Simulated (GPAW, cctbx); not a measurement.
# (MgO)3(TiC)3: deformation density and structure factors from DFT

Question: by how much does bonding change the X-ray structure factors of (MgO)3(TiC)3, and what does a routine refinement make of it?

The cell is a (MgO)3(TiC)3 superlattice along [001] of the rock-salt type, started at the mean lattice constant and relaxed freely, with no substrate. All numbers below are calculated.

**1. Find the equilibrium geometry**

The density hangs on the geometry, so cell and atoms are relaxed first, with the symmetry held. The cutoff is set higher than for the density because stress converges slowly with plane waves.

Settings: GPAW 26.7.0, PBE, 900 eV, 7×7×2 k-points (along the axes of the calculation cell), Fermi–Dirac width 0.1 eV, BFGS to 0.03 eV/Å.

```text
cell
1.0
     3.037023625    0.000000000    0.000000000
     0.000000000    3.037023625    0.000000000
     0.000000000    0.000000000   12.885000000
Mg O Ti C
3 3 3 3
Direct
0.000000000 0.000000000 0.833333333
0.500000000 0.500000000 0.000000000
0.000000000 0.000000000 0.166666667
0.500000000 0.500000000 0.833333333
0.000000000 0.000000000 0.000000000
0.500000000 0.500000000 0.166666667
0.500000000 0.500000000 0.333333333
0.000000000 0.000000000 0.500000000
0.500000000 0.500000000 0.666666667
0.000000000 0.000000000 0.333333333
0.500000000 0.500000000 0.500000000
0.000000000 0.000000000 0.666666667
```

```console
$ OMP_NUM_THREADS=1 mpirun -n 4 gpaw python run.py > gpaw.log
```

```text
BFGS:    0      -88.157323        0.806924
BFGS:    1      -88.192266        0.627989
BFGS:    2      -88.268216        0.374328
BFGS:    3      -88.275480        0.346386
...
BFGS:   12      -88.309527        0.124419
BFGS:   13      -88.310617        0.076297
BFGS:   14      -88.311060        0.025719
cell  3.0337 3.0337 13.1470  90.00 90.00 90.00
volume 120.996 A^3, largest force 0.025 eV/A, largest stress 0.41 GPa
```

After 14 steps the volume has changed by +1.8 % and the energy by -0.154 eV; the largest stress left is 0.41 GPa. It took 16 min on 4 cores of Arm Neoverse V1 (shared host), peak memory 1.8 GiB.

Relaxed structure: P4/mmm (no. 123), a = 3.0337 Å, b = 3.0337 Å, c = 13.1470 Å, α = 90.00°, β = 90.00°, γ = 90.00°.

| atom | mult. | x | y | z |
| --- | --- | --- | --- | --- |
| Ti1 | 2 | 1/2 | 1/2 | 0.3353 |
| Ti2 | 1 | 0 | 0 | 1/2 |
| Mg1 | 2 | 0 | 0 | 0.8385 |
| Mg2 | 1 | 1/2 | 1/2 | 0 |
| O1 | 2 | 1/2 | 1/2 | 0.8390 |
| O2 | 1 | 0 | 0 | 0 |
| C1 | 2 | 0 | 0 | 0.3340 |
| C2 | 1 | 1/2 | 1/2 | 1/2 |

**2. The all-electron density**

X-rays see the whole electron density, so the PAW density is rebuilt with its core regions. Subtracting spherical free atoms from the same code cancels the cores and leaves the deformation density Δρ, the part due to bonding.

Settings: PBE, 550 eV, 8×8×2 k-points (along the axes of the calculation cell), Fermi–Dirac width 0.1 eV; primitive cell of 12 atoms.

```console
$ OMP_NUM_THREADS=1 mpirun -n 4 gpaw python run.py > gpaw.log
```

```text
|iter:   1|       0s |  -98.751013 | +0.43 |       |
|iter:   2|       4s |  -94.951218 | -0.64 | -0.86 |
|iter:   3|       8s |  -87.687842 | +0.29 | -0.94 |
...
|iter:  13|      47s |  -87.502760c| -6.95 | -4.68c|
|iter:  14|      50s |  -87.502760c| -7.39 | -5.07c|
|iter:  15|      52s |  -87.502760c| -8.00c| -5.66c|
```

```text
grid (36, 36, 144)  electrons 144.000  moved by bonding 3.095 e
deformation density beyond 0.5 A of the nuclei: max 0.190, min -0.235 e/A^3
atom        x       y       z   Voronoi charge  moment
Ti1    0.5000  0.5000  0.3353      0.384       0.00
Ti2    0.0000  0.0000  0.5000      0.403       0.00
Ti3    0.5000  0.5000  0.6647      0.384       0.00
Mg4    0.0000  0.0000  0.8385      0.433       0.00
Mg5    0.5000  0.5000  0.0000      0.410       0.00
Mg6    0.0000  0.0000  0.1615      0.433       0.00
O 7    0.5000  0.5000  0.8390     -0.358       0.00
O 8    0.0000  0.0000  0.0000     -0.412       0.00
O 9    0.5000  0.5000  0.1610     -0.358       0.00
C 10   0.0000  0.0000  0.3340     -0.452       0.00
C 11   0.5000  0.5000  0.5000     -0.416       0.00
C 12   0.0000  0.0000  0.6660     -0.452       0.00
mean inner potential of superposed free atoms 21.341 V
total magnetic moment 0.000 muB
```

Deformation density in a plane through the shortest contact of the Mg atom at the origin, in 0.01 e/Å³ (clipped at ±99); x from -1.6 to 3.7 Å, y from 2.4 down to -2.4 Å:

```text
 -2  -3   8  17   .   .  17   8  -3  -2   .   .  -3  -3   4   7
 -1  -3   9  17   .   .  17   9  -2  -2   .   .  -2  -3   4   7
 -6  -4   3  11  17  17  11   4  -4  -6  -2  -2  -6  -4   2   7
 -3  -4  -2   2   7   7   2  -2  -4  -3  -2  -2  -4  -4  -2   3
  6  -1  -4  -5  -4  -4  -5  -4  -1   6  11  10   5  -1  -4  -5
 14   6  -3  -5   .   .  -4  -3   6  14   .   .  12   5  -3  -8
 13   9  -2  -1   .   .  -1  -2   9  13   .   .  10   8  -1   3
 14   6  -3  -5   .   .  -4  -3   6  14   .   .  12   5  -3  -8
  6  -1  -4  -5  -4  -4  -5  -4  -1   6  11  10   5  -1  -4  -5
 -3  -4  -2   2   7   7   2  -2  -4  -3  -2  -2  -4  -4  -2   3
 -6  -4   3  11  17  17  11   4  -4  -6  -2  -2  -6  -4   2   7
 -1  -3   9  17   .   .  17   9  -2  -2   .   .  -2  -3   4   7
 -2  -3   8  17   .   .  17   8  -3  -2   .   .  -3  -3   4   7
```

Atoms in or within 0.15 Å of the plane: Mg (2.1, 2.1), Mg (2.1, -2.1), Mg (0.0, 0.0), O (2.1, 0.0), O (0.0, 2.1), O (0.0, -2.1) Å. Dots mark points within about 0.45 Å of a nucleus; large values next to them are atomic features.

C gains most (-0.44 e) and Mg loses most (+0.43 e), in averages over each element's sites, which isn't the order of electronegativity: valence and coordination count too, and Voronoi cells cut space at the midplane whatever the atoms' sizes. Such charges fall far short of formal ones, since overlapping free atoms already put density on their neighbours. Along the shortest contact from the Mg atom at the map's origin, Mg–O at 2.12 Å, Δρ is +0.03 e/Å³ at the midpoint and highest, +0.15, 1.48 Å from Mg (points within 0.5 Å of a nucleus left out): little sits at the middle, as in a polar contact, whose build-up shifts to the more electronegative atom. At the midpoints of other shortest contacts it is +0.09 (Ti–C, 2.15 Å), +0.02 (Mg–C, 2.27 Å), +0.01 (Ti–O, 2.29 Å) and -0.04 (O–O, 3.01 Å) e/Å³. Point values carry grid noise of about 0.01 e/Å³. The run needed 15 iterations, 71 s.

**3. From the density to structure factors**

The Fourier components of Δρ, added to those of the free atoms, give the static X-ray structure factors; the Mott–Bethe relation turns them into the Fourier components V of the potential that fast electrons feel.

```text
static structure factors of the conventional cell: F in electrons, V (Mott-Bethe) in volts
   h  k  l      d  |F| table  |F| free   |F| DFT   change   |V| free  |V| DFT  change %
   0  0  1 13.1470    14.910    14.930    15.071    0.140     2.830    1.912    -32.4
   0  0  2  6.5735     3.154     3.156     3.207    0.050     0.411    0.329    -20.1
   0  0  3  4.3823     6.708     6.712     6.956    0.244     1.062    0.885    -16.7
   0  0  4  3.2867     5.154     5.146     5.336    0.190     0.550    0.473    -14.1
   1  0  0  3.0337    10.039     9.957     9.897   -0.061     0.712    0.733      3.0
   1  0  1  2.9560     0.469     0.471     0.452   -0.020     0.044    0.051     14.8
   1  0  2  2.7545    19.089    18.922    18.851   -0.071     1.319    1.339      1.5
   0  0  5  2.6294    13.285    13.263    13.312    0.049     1.620    1.607     -0.8
   1  0  3  2.4943    46.749    46.655    44.544   -2.111     3.133    3.631     15.9
   1  0  4  2.2292    18.377    18.225    18.309    0.084     1.270    1.255     -1.2
   0  0  6  2.1912    95.094    94.817    96.164    1.347     8.775    8.530     -2.8
   1  1  0  2.1451    94.693    94.421    95.362    0.942     8.643    8.478     -1.9
   1  1  1  2.1172     9.158     9.183     8.788   -0.395     1.049    1.116      6.4
   1  1  2  2.0393     2.218     2.210     2.321    0.111     0.189    0.171     -9.3
```

The largest X-ray change is -2.11 e on 103, 4.5 % of |F|. For electrons V goes as (Z − F)/g², so a change of F counts against Z − F, which is small at low angle and wherever the atoms' terms cancel: |V| of 001 moves by -32.4 % (2.83 to 1.91 V) against +0.9 % in |F|. The last three rows still change by up to 0.94 e; the table stops while the angles are still low. The tabulated Hartree–Fock atoms differ from the free DFT atoms by up to 0.28 e, so the choice of reference atom matters too.

**4. Refining ordinary atoms against data with bonding**

Routine crystallography fits spherical atoms. To see the bias, intensities are simulated from tabulated atoms plus the DFT change ΔF, so that bonding alone can misfit (5570 reflections of the full sphere, merged to the counts below, to 0.45 Å, 1.5 % proportional noise plus counting noise, assumed isotropic U as listed, Δρ smeared by the mean U) and refined with cctbx over different ranges.

```csv
range,data,R1,GooF,U Ti1 (true 0.0046),U Ti2 (true 0.0046),U Mg1 (true 0.0055),U Mg2 (true 0.0055),largest shift (Å),"Δρ max, min (e/Å³)"
all data,501,0.0092,1.23,0.0046,0.0046,0.0055,0.0055,0.0003,"0.24, -0.26"
"low resolution, d > 0.84",101,0.0109,1.93,0.0044,0.0045,0.0052,0.0053,0.0012,"0.21, -0.11"
"high order, d < 0.75",372,0.0080,0.96,0.0046,0.0046,0.0055,0.0055,0.0004,"0.22, -0.22"
"occupancies free, d > 0.7",160,0.0090,1.61,0.0045,0.0046,0.0058,0.0058,0.0008,"0.23, -0.17"
```

With all data GooF is 1.23, diluted by the many high-angle data; the misfit shows at low resolution; the top residual peak, near noise level, lies 0.38 Å from Mg and 1.74 Å from O. No U is off by more than 3 s.u. at low resolution. With Ti1 held at 1 and the scale free, the other occupancies refine to Ti2 1.000(0.002), Mg1 1.007(0.003), Mg2 1.006(0.004) and O1 1.024(0.007), on sites that are all full: they absorb part of the misfit, and only ratios to the fixed site mean anything.

**5. Answer**

Bonding moves 3.10 e in the primitive cell of (MgO)3(TiC)3 and changes the structure factors of the conventional cell in the table above by at most 2.11 e (103, 4.5 %), and among reflections above 2 % of the strongest by up to 5.0 % (112). The shortest bond, Mg–O, has Δρ = +0.03 e/Å³ at its midpoint, low for a shared bond; with the charge transfer this is a polar contact. With all data GooF is 1.23, diluted by the many high-angle data. Limits: static density, frozen cores, no spin–orbit coupling; no Hubbard U on Ti.

[Outputs are excerpts: Python notices, other lines and further rows are left out; steps that failed or that the build refused (PBEsol, TPSS) are not shown.]

[Logs are printed without paths, hosts, clocks, repeated set-up lines and the standing remarks that a program may print on its own settings, such as how far it seeks lower states.]
